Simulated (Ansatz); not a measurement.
# The Al2O2 monolayer under a gate

Aim: charge, voltage and capacitance of the Al2O2 monolayer in a field-effect set-up.

Method: plane-wave DFT, PBE-D3(BJ), Ansatz PAW, in Ansatz 0.2.0.

## 1. The starting structure

The cell holds 4 atoms: 2 O and 2 Al. Cell: a = 2.964 Å, b = 2.964 Å, c = 39.171 Å, α = 90.0°, β = 90.0°, γ = 120.0°. Vacuum lies along c.

As a file:

```cif
data_structure
_symmetry_space_group_name_H-M 'P 1'
_symmetry_Int_Tables_number 1
_cell_length_a 2.9640
_cell_length_b 2.9640
_cell_length_c 39.1711
_cell_angle_alpha 90.000
_cell_angle_beta 90.000
_cell_angle_gamma 120.000
_cell_volume 298.03
loop_
_atom_site_label
_atom_site_type_symbol
_atom_site_fract_x
_atom_site_fract_y
_atom_site_fract_z
_atom_site_occupancy
O1 O 0.33333 0.66667 0.44803 1
Al2 Al 0.00000 0.00000 0.46911 1
Al3 Al 0.00000 0.00000 0.53089 1
O4 O 0.33333 0.66667 0.55197 1
```

## 2. Relaxation

The starting cell is a guess, so the in-plane lattice and the atoms are relaxed first, with the slab cut off from its images along the normal.

File input.yaml:

```yaml
crystal:
  lattice:
    - [2.964, 0.0, 0.0]
    - [-1.482, 2.5668992968, 0.0]
    - [0.0, 0.0, 39.171142635]
  atoms:
    - { symbol: O, position: [0.3333333333, 0.6666666667, 0.448033905] }
    - { symbol: Al, position: [0.0, 0.0, 0.4691099131] }
    - { symbol: Al, position: [0.0, 0.0, 0.5308900869] }
    - { symbol: O, position: [0.3333333333, 0.6666666667, 0.551966095] }
  periodic: [true, true, false]
kpoints:
  mp_grid: { grid: [12, 12, 1] }
hamiltonian:
  xc: pbe
  dispersion: d3bj
scf:
  occupations: { method: fermi_dirac, width: 0.05 }
  convergence: { dr2_threshold: 1.0e-09 }
relax:
  f_tol: 0.004
  max_steps: 90
  cell: {}
output:
  write_potential: true
  write_density: true
  volumetric_format: npy
```

Launch:

```sh
$ ansatz run input.yaml --threads 2 --pin off --max-ram 3072MiB --backend cpu --events-out ev --progress --plain --runs-dir out
```

Numbers of over 12 decimals in the logs are rounded to 6 here.

The program printed:

```text
Warning: relax.cell: scf.convergence.dr2_threshold = 1e-9 eV is looser than the 2.02023206693e-10 eV advised for a relaxation that steers and ends on the stress (1e-10 eV for each atom of the cell: 4, times the square of relax.cell.stress_2d_tol = 0.05 N/m over 14.1 Å (the atoms' height at the walk's start and 5 Å past either face), 3.553e-2 GPa, over a crystal's default 0.05). What an SCF threshold leaves in a stress goes as its square root, and in the free energy as the threshold itself, and one threshold admits the most on a small cell: [figures from the program's tests cut] Set scf.convergence.dr2_threshold to 2.02023206693e-10 eV or tighter. [rest of the remark cut]
Engine: ansatz 0.2.0, aarch64-unknown-linux-gnu
Pseudopotentials: kind: paw
Pseudopotential: O, paw, valence charge 6, recommended cutoff 420 eV (normal), O.paw.azcp
Pseudopotential: Al, paw, valence charge 3, recommended cutoff 420 eV (normal), Al.paw.azcp
Functional definition: PBE
  parameter kappa = 0.804
  parameter beta = 0.066725
  exchange = pbe_x(kappa = kappa, mu = beta*pi^2/3)
  correlation = pbe_c(beta = beta)
Crystal: 4 atoms, lattice volume = 298.025 Å³
Basis set: ecut = 420 eV, 5687 PW (Γ), exchange–correlation on 40×40×540 points (8 copies of the dense FFT grid, shifted against one another)
Bands: 13, of which v1, the nominal top of the filled ones, is band 9 counted from 1 (8 counted from 0)
Symmetry: 12 space group operations
Space group: P-6m2 (ITA 187), of the structure as read, at distance tolerance 6.7e-5 Å
k-points: 19 of 144 (time reversal used)
Non-local potential: O, projectors of the file, l = 0: 2, l = 1: 2, l = 2: 1
Non-local potential: Al, projectors of the file, l = 0: 2, l = 1: 2, l = 2: 1
PAW form: soft (Blöchl's): semilocal exchange-correlation on the pseudo side does not see the compensation charge
PAW one-centre angular grid: O, 110 points (default); XC on 64 Gauss nodes
PAW one-centre angular grid: Al, 110 points (default); XC on 64 Gauss nodes
Initial density: superposition of atomic densities (neutral atoms: chi_scale 0, normalization atom), corrected by the library's trained network
Initial wavefunctions: pseudopotential atomic-orbital guess
Functional: x = pbe(κ = 0.804, μ = 0.219515), c = pbe(β = 0.066725)
SCF iter   1: F=—  HF=-2214.005665 eV  |F-HF|=—  |Δ(HF+E_count)|=         —  Δρ=3.47e-3  dr2=3.72e-2  ethr=1.77e-3  ⟨swp⟩=13.7  Hψ=2814  notcnv=0
preconditioner: auto → Resta (q_TF=auto, 1.709 Å⁻¹)  ε∞=1.5  [insulator: Δε(μ)=1.576 eV  Ē_g=12.772 eV  σ=0.050 eV  W_gap=1.00  n_scr=20 (ndim 8)  ℏωp=9.1 eV  f_vac=0.803  D(μ)=0.00/eV (n_scr^D=0)  ε∞_Penn≈1.5  vacuum switching on, ρ_ref=1.2e-2 e/Å³]
SCF iter   2: F=—  HF=-2214.004214 eV  |F-HF|=—  |Δ(HF+E_count)|=   1.45e-3  Δρ=2.35e-3  dr2=1.76e-2  ethr=2.06e-4  ⟨swp⟩=4.2  Hψ=779  notcnv=0
SCF iter   3: F=—  HF=-2214.000985 eV  |F-HF|=—  |Δ(HF+E_count)|=   3.23e-3  Δρ=7.67e-4  dr2=1.14e-3  ethr=9.76e-5  ⟨swp⟩=2.9  Hψ=511  notcnv=0
SCF iter   4: F=—  HF=-2214.002572 eV  |F-HF|=—  |Δ(HF+E_count)|=   1.59e-3  Δρ=9.61e-5  dr2=1.57e-5  ethr=6.34e-6  ⟨swp⟩=4.1  Hψ=661  notcnv=0
SCF iter   5: F=—  HF=-2214.002586 eV  |F-HF|=—  |Δ(HF+E_count)|=   1.43e-5  Δρ=2.26e-5  dr2=7.78e-7  ethr=8.75e-8  ⟨swp⟩=3.3  Hψ=638  notcnv=0
SCF iter   6: F=—  HF=-2214.002600 eV  |F-HF|=—  |Δ(HF+E_count)|=   1.36e-5  Δρ=4.52e-6  dr2=4.29e-8  ethr=4.32e-9  ⟨swp⟩=3.2  Hψ=543  notcnv=0
SCF iter   7: F=—  HF=-2214.002600 eV  |F-HF|=—  |Δ(HF+E_count)|=   1.41e-8  Δρ=7.72e-7  dr2=1.93e-9  ethr=2.38e-10  ⟨swp⟩=3.2  Hψ=538  notcnv=0
SCF iter   8: F=-2214.002600 eV  HF=-2214.002600 eV  |F-HF|=4.29e-10  |Δ(HF+E_count)|=   2.15e-9  Δρ=2.12e-7  dr2=8.88e-11  ethr=5.56e-12  ⟨swp⟩=11.3  Hψ=1899  notcnv=0
SCF 1 converged in 8 iterations: F = -2214.002600 eV  dr2 = 8.88e-11
  greatest PAW one-centre occupation: 0.864 electrons in one spin orbital (limit 2), on the O atom at site 3 (counted from 0), in its partial waves of l = 0
relax step   1: F+E_penalty+E_count = -2214.00260011 eV  Δ(F+E_penalty+E_count) = +0.000e0 eV  max|allowed force component| = 3.690e0 eV/Å  Δτ_max = 0.0000 Å  P = -5.744 N/m  Ω = 298.025 Å³  fix = [c, alpha, beta]  reactions: c -0.000 N/m  (8 SCF iters, accepted)
Crystal: 4 atoms, lattice volume = 308.007 Å³
Basis set: ecut = 420 eV, 5855 PW (Γ), exchange–correlation on 40×40×540 points (8 copies of the dense FFT grid, shifted against one another)
Initial density: handed on by an earlier stage of this run
Initial wavefunctions: those handed on with the density
iter 1 solved again at ethr=7.52e-4 eV; its pass at ethr=3.10e-3 eV (dr2=1.35e-1 eV) is discarded
SCF iter   1: F=—  HF=-2214.457363 eV  |F-HF|=—  |Δ(HF+E_count)|=         —  Δρ=4.28e-3  dr2=1.36e-1  ethr=7.52e-4  ⟨swp⟩=1.8  Hψ=2476  notcnv=0
preconditioner: auto → Resta (q_TF=auto, 1.700 Å⁻¹)  ε∞=1.5  [insulator: Δε(μ)=1.540 eV  Ē_g=13.102 eV  σ=0.050 eV  W_gap=1.00  n_scr=20 (ndim 8)  ℏωp=9.0 eV  f_vac=0.805  D(μ)=0.00/eV (n_scr^D=0)  ε∞_Penn≈1.5  vacuum switching on, ρ_ref=1.2e-2 e/Å³]
SCF iter   2: F=—  HF=-2214.410472 eV  |F-HF|=—  |Δ(HF+E_count)|=   4.69e-2  Δρ=1.69e-3  dr2=5.52e-3  ethr=7.52e-4  ⟨swp⟩=3.5  Hψ=542  notcnv=0
SCF iter   3: F=—  HF=-2214.410631 eV  |F-HF|=—  |Δ(HF+E_count)|=   1.60e-4  Δρ=8.00e-4  dr2=1.18e-3  ethr=3.07e-5  ⟨swp⟩=3.1  Hψ=726  notcnv=0
SCF iter   4: F=—  HF=-2214.410808 eV  |F-HF|=—  |Δ(HF+E_count)|=   1.77e-4  Δρ=4.93e-4  dr2=6.11e-4  ethr=6.54e-6  ⟨swp⟩=2.6  Hψ=447  notcnv=0
SCF iter   5: F=—  HF=-2214.410758 eV  |F-HF|=—  |Δ(HF+E_count)|=   5.00e-5  Δρ=1.14e-4  dr2=3.06e-5  ethr=3.39e-6  ⟨swp⟩=2.7  Hψ=453  notcnv=0
SCF iter   6: F=—  HF=-2214.410805 eV  |F-HF|=—  |Δ(HF+E_count)|=   4.74e-5  Δρ=2.31e-5  dr2=1.61e-6  ethr=1.70e-7  ⟨swp⟩=2.6  Hψ=496  notcnv=0
SCF iter   7: F=—  HF=-2214.410819 eV  |F-HF|=—  |Δ(HF+E_count)|=   1.40e-5  Δρ=1.39e-6  dr2=3.84e-9  ethr=8.95e-9  ⟨swp⟩=3.1  Hψ=538  notcnv=0
SCF iter   8: F=-2214.410819 eV  HF=-2214.410819 eV  |F-HF|=8.05e-11  |Δ(HF+E_count)|=   6.87e-9  Δρ=2.61e-7  dr2=1.40e-10  ethr=5.56e-12  ⟨swp⟩=12.3  Hψ=2034  notcnv=0
SCF 2 converged in 8 iterations: F = -2214.410819 eV  dr2 = 1.40e-10
  greatest PAW one-centre occupation: 0.861 electrons in one spin orbital (limit 2), on the O atom at site 3 (counted from 0), in its partial waves of l = 0
relax step   2: F+E_penalty+E_count = -2214.41081930 eV  Δ(F+E_penalty+E_count) = -4.082e-1 eV  max|allowed force component| = 7.512e-1 eV/Å  Δτ_max = 0.0878 Å  P = -6.468 N/m  Ω = 308.007 Å³  energy of the carried Pulay correction = -5.323e-3 eV  fix = [c, alpha, beta]  reactions: c -0.000 N/m  (8 SCF iters, accepted)
Crystal: 4 atoms, lattice volume = 301.567 Å³
Basis set: ecut = 420 eV, 5723 PW (Γ), exchange–correlation on 40×40×540 points (8 copies of the dense FFT grid, shifted against one another)
iter 1 solved again at ethr=1.46e-4 eV; its pass at ethr=3.10e-3 eV (dr2=2.63e-2 eV) is discarded
SCF iter   1: F=—  HF=-2214.496415 eV  |F-HF|=—  |Δ(HF+E_count)|=         —  Δρ=2.83e-3  dr2=2.83e-2  ethr=1.46e-4  ⟨swp⟩=2.2  Hψ=2252  notcnv=0
preconditioner: auto → Resta (q_TF=auto, 1.706 Å⁻¹)  ε∞=1.5  [insulator: Δε(μ)=1.351 eV  Ē_g=13.442 eV  σ=0.050 eV  W_gap=1.00  n_scr=20 (ndim 8)  ℏωp=9.1 eV  f_vac=0.806  D(μ)=0.00/eV (n_scr^D=0)  ε∞_Penn≈1.5  vacuum switching on, ρ_ref=1.3e-2 e/Å³]
SCF iter   2: F=—  HF=-2214.486463 eV  |F-HF|=—  |Δ(HF+E_count)|=   9.95e-3  Δρ=9.42e-4  dr2=2.23e-3  ethr=1.46e-4  ⟨swp⟩=3.0  Hψ=573  notcnv=0
SCF iter   3: F=—  HF=-2214.486040 eV  |F-HF|=—  |Δ(HF+E_count)|=   4.23e-4  Δρ=3.76e-4  dr2=4.56e-4  ethr=1.24e-5  ⟨swp⟩=2.9  Hψ=507  notcnv=0
SCF iter   4: F=—  HF=-2214.485953 eV  |F-HF|=—  |Δ(HF+E_count)|=   8.76e-5  Δρ=1.53e-4  dr2=3.37e-5  ethr=2.53e-6  ⟨swp⟩=3.0  Hψ=469  notcnv=0
SCF iter   5: F=—  HF=-2214.486031 eV  |F-HF|=—  |Δ(HF+E_count)|=   7.87e-5  Δρ=2.55e-5  dr2=1.70e-6  ethr=1.87e-7  ⟨swp⟩=2.9  Hψ=517  notcnv=0
SCF iter   6: F=—  HF=-2214.486043 eV  |F-HF|=—  |Δ(HF+E_count)|=   1.20e-5  Δρ=4.58e-6  dr2=3.16e-8  ethr=9.43e-9  ⟨swp⟩=3.2  Hψ=529  notcnv=0
SCF iter   7: F=-2214.486043 eV  HF=-2214.486043 eV  |F-HF|=1.22e-10  |Δ(HF+E_count)|=   7.90e-9  Δρ=3.26e-7  dr2=2.18e-10  ethr=5.56e-12  ⟨swp⟩=9.8  Hψ=2169  notcnv=0
SCF 3 converged in 7 iterations: F = -2214.486043 eV  dr2 = 2.18e-10
  greatest PAW one-centre occupation: 0.862 electrons in one spin orbital (limit 2), on the O atom at site 0 (counted from 0), in its partial waves of l = 0
relax step   3: F+E_penalty+E_count = -2214.48604314 eV  Δ(F+E_penalty+E_count) = -7.522e-2 eV  max|allowed force component| = 1.637e-1 eV/Å  Δτ_max = 0.0207 Å  P = -2.840 N/m  Ω = 301.567 Å³  energy of the carried Pulay correction = -1.909e-3 eV  fix = [c, alpha, beta]  reactions: c -0.000 N/m  (7 SCF iters, accepted)
[...]
relax step   4: F+E_penalty+E_count = -2214.50237390 eV  Δ(F+E_penalty+E_count) = -1.633e-2 eV  max|allowed force component| = 6.906e-2 eV/Å  Δτ_max = 0.0067 Å  P = -0.153 N/m  Ω = 295.582 Å³  energy of the carried Pulay correction = +1.330e-3 eV  fix = [c, alpha, beta]  reactions: c -0.000 N/m  (7 SCF iters, accepted)
[...]
relax step   5: F+E_penalty+E_count = -2214.50268373 eV  Δ(F+E_penalty+E_count) = -3.098e-4 eV  max|allowed force component| = 1.471e-3 eV/Å  Δτ_max = 0.0062 Å  P = +0.008 N/m  Ω = 295.652 Å³  energy of the carried Pulay correction = +1.292e-3 eV  fix = [c, alpha, beta]  reactions: c +0.000 N/m  (6 SCF iters, accepted)
Initial wavefunctions: pseudopotential atomic-orbital guess (no wavefunctions were taken with the density)
iter 1 solved again at ethr=4.17e-7 eV; its pass at ethr=3.10e-3 eV (dr2=7.51e-5 eV) is discarded
SCF iter   1: F=—  HF=-2214.501434 eV  |F-HF|=—  |Δ(HF+E_count)|=         —  Δρ=2.49e-5  dr2=2.50e-7  ethr=4.17e-7  ⟨swp⟩=5.2  Hψ=3643  notcnv=0
preconditioner: auto → Resta (q_TF=auto, 1.711 Å⁻¹)  ε∞=1.5  [insulator: Δε(μ)=1.274 eV  Ē_g=13.526 eV  σ=0.050 eV  W_gap=1.00  n_scr=20 (ndim 8)  ℏωp=9.2 eV  f_vac=0.806  D(μ)=0.00/eV (n_scr^D=0)  ε∞_Penn≈1.5  vacuum switching on, ρ_ref=1.3e-2 e/Å³]
SCF iter   2: F=—  HF=-2214.501496 eV  |F-HF|=—  |Δ(HF+E_count)|=   6.26e-5  Δρ=1.18e-5  dr2=7.48e-8  ethr=1.39e-9  ⟨swp⟩=3.9  Hψ=630  notcnv=0
SCF iter   3: F=—  HF=-2214.501497 eV  |F-HF|=—  |Δ(HF+E_count)|=   1.29e-7  Δρ=4.96e-6  dr2=3.08e-8  ethr=4.15e-10  ⟨swp⟩=2.7  Hψ=477  notcnv=0
SCF iter   4: F=-2214.501497 eV  HF=-2214.501497 eV  |F-HF|=4.32e-11  |Δ(HF+E_count)|=   7.46e-9  Δρ=7.64e-7  dr2=7.49e-10  ethr=5.56e-12  ⟨swp⟩=14.7  Hψ=2572  notcnv=0
SCF 6 converged in 4 iterations: F = -2214.501497 eV  dr2 = 7.49e-10
relax step   6: F+E_penalty+E_count = -2214.50149656 eV  Δ(F+E_penalty+E_count) = +1.187e-3 eV  max|allowed force component| = 1.329e-3 eV/Å  Δτ_max = 0.0000 Å  P = -0.043 N/m  Ω = 295.652 Å³  fix = [c, alpha, beta]  reactions: c -0.000 N/m  stress off target by 4.27e-2 N/m on what of the cell is left free  SCF on the basis re-selected at this cell (its energy is not comparable with the rows above)  (4 SCF iters)
basis re-selected at this cell: Δ(F+E_penalty+E_count) = +1.187e-3 eV, ΔP = -0.051 N/m vs the last step (what re-selecting the basis moved, of the pressure what is left beyond the Pulay correction that the steps carried, after the strain that the cell walked since its last selection, with what the two solves' SCF thresholds leave and, on support functions, any second-order correction that the steps lacked; it is no m [...]
WARN: The output density's exchange-correlation potential varies sharply where the density is thin. Do not read a vacuum level from v_tot or v_xc, or from such a field of the output density. On a cell that repeats whose density bears no net charge and no dipole along the vacuum's axis use v_es (v_loc + v_h of the components); under efield.dipole_correction with no amplitude use v_es + v_field, which holds any externa [...]
SCF converged after 4 iterations
Free energy (F): -2214.501497 eV
Harris-Foulkes:  -2214.501497 eV  (|F-HF|=4.32e-11)
Internal energy: -2214.501496 eV  (E = F + TS)
E sigma→0 (E₀):  -2214.501496 eV
Entropy (-TS):   -0.000000 eV (-0.000 meV/atom)
Fermi energy:    -4.317847 eV
--- Per-component energies (eV) ---
  E_band       = -241.875708
  E_kinetic    = 403.757582
  E_local      = -30734.683281  (includes V_loc(G=0)·N_el)
  E_nonlocal   = 115.963066
  E_hartree    = 15150.746193
  E_xc         = -228.764567
  E_vxc        = -248.426682  (∫ρ·V_xc dr)
  E_paw        = -1252.016353  (= ΣΔE_a)
  E_vpaw       = -79.983672  (= ΣTr[D̂ρ^β])
  E_aug_tail   = 0.005012  (compensation charges beyond the density's cutoff)
  E_ewald      = 14331.069291
  E_disp       = -0.578440  (pairwise vdW)
  E_smearing   = -0.000000  (= −TS)
  E_closure    = 0.000000  (closes the sum)
  Σ components = -2214.501497   (vs F -2214.501497, Δ=0.00e0)
--- Forces (eV/Å), atoms counted from 1 ---
  atom   1  O      0.00000000    -0.00000000    -0.00132857
  atom   2  Al    -0.00000000     0.00000000    -0.00089775
  atom   3  Al    -0.00000000     0.00000000     0.00089775
  atom   4  O      0.00000000    -0.00000000     0.00132857
  max |Σ_I F_I| component: 3.24e-16 eV/Å
--- 2D stress c σ (N/m, compression-positive) ---
       -0.042728      -0.000000      -0.000000
       -0.000000      -0.042728      -0.000000
        0.000000       0.000000       0.000000
  P = ½ c Tr σ = -0.0427 N/m
--- Band table (eV; the first three rows and the last of 19) ---
  k-point 0: bands = [... 5 lower, -9.4886, -9.4682, -9.4682, -7.3828, -3.1798, -1.0320, -0.2068, 0.0581]
  k-point 1: bands = [... 5 lower, -9.7856, -9.5378, -9.5161, -7.2198, -2.8456, -0.8389, -0.0637, 0.2361]
  k-point 2: bands = [... 5 lower, -10.1037, -9.6686, -9.6439, -6.9038, -2.0562, -0.3641, 0.3359, 0.7322]
  k-point 18: bands = [... 5 lower, -11.9939, -9.5251, -9.0712, -4.9437, -3.4849, -0.5631, 0.8733, 3.4557]
  the weakly bound empty levels are not read free of the cell's end (no_gap_told)
--- Relaxed structure (5 steps of the walk, 5 accepted, 1 SCFs on fresh bases) ---
  F+E_penalty+E_count = -2214.50149656 eV   max|allowed force component| = 1.329e-3 eV/Å   (the final SCF, on the basis selected at the relaxed cell)
  cell:  # Å, volume = 295.6524 Å³
    - [2.952176, 0.0, 0.0]
    - [-1.476088, 2.556660, 0.0]
    - [0.0, 0.0, 39.171142635]
  atoms:
    - { symbol: O, position: [0.333333, 0.666667, 0.449705] }
    - { symbol: Al, position: [0, -3.700743415524894e-17, 0.466719] }
    - { symbol: Al, position: [0, -3.700743415524894e-17, 0.533281] }
    - { symbol: O, position: [0.333333, 0.666667, 0.550295] }
```

Run time: 38 s. Hardware: 2 threads of Arm Neoverse N1, shared host; peak memory 0.45 GiB.

Relaxation path:

| step | energy less that of the first step (eV) | largest force component (eV/Å) | volume (Å³) |
| --- | --- | --- | --- |
| 1 | 0.0000 | 3.6902 | 298.03 |
| 2 | -0.4082 | 0.7512 | 308.01 |
| 3 | -0.4834 | 0.1637 | 301.57 |
| 4 | -0.4998 | 0.0691 | 295.58 |
| 5 | -0.5001 | 0.0015 | 295.65 |
| 6* | -0.4989 | 0.0013 | 295.65 |

Relaxation steps marked * repeat the geometry before them on a plane-wave basis chosen anew for their cell, so energy and pressure can jump there.

Forces are held to the 12 operations that the run works with; a distortion that breaks them can't arise in this run.

```
cell as run  before  after  change
      a (Å)   2.964  2.952  -0.4 %
      b (Å)   2.964  2.952  -0.4 %
```

The atoms that moved most (Å, along periodic axes as changes of fractional coordinates times the final cell, across vacuum about the mean position):

| atom | dx | dy | dz | length |
| --- | --- | --- | --- | --- |
| Al3 | 0.000 | 0.000 | 0.094 | 0.094 |
| Al2 | 0.000 | 0.000 | -0.094 | 0.094 |
| O4 | 0.000 | 0.000 | -0.065 | 0.065 |
| O1 | 0.000 | 0.000 | 0.065 | 0.065 |

Final coordinates:

```xyz
4
Lattice="2.9522 0.0000 0.0000 -1.4761 2.5567 0.0000 0.0000 0.0000 39.1711" Properties=species:S:1:pos:R:3
O     0.0000    1.7044   17.6155
Al    0.0000    0.0000   18.2819
Al    0.0000    0.0000   20.8892
O     0.0000    1.7044   21.5557
```

The lattice constant a goes from 2.964 to 2.952 Å.

(Continued in part 2 of 3.)

[Logs are printed without paths, hosts, clocks, repeated set-up lines and the standing remarks that a program may print on its own settings, such as how far it seeks lower states.]

[Hosts, paths, dates, database ids (printed as entryN), source tags and the programs' standing remarks are cut or masked in the printed files.]

[Maps of the electrostatic potential energy from Ansatz leave out the sawtooth potential of an applied field or a dipole correction, so their vacuum need not be flat; planar profiles and work functions include it.]
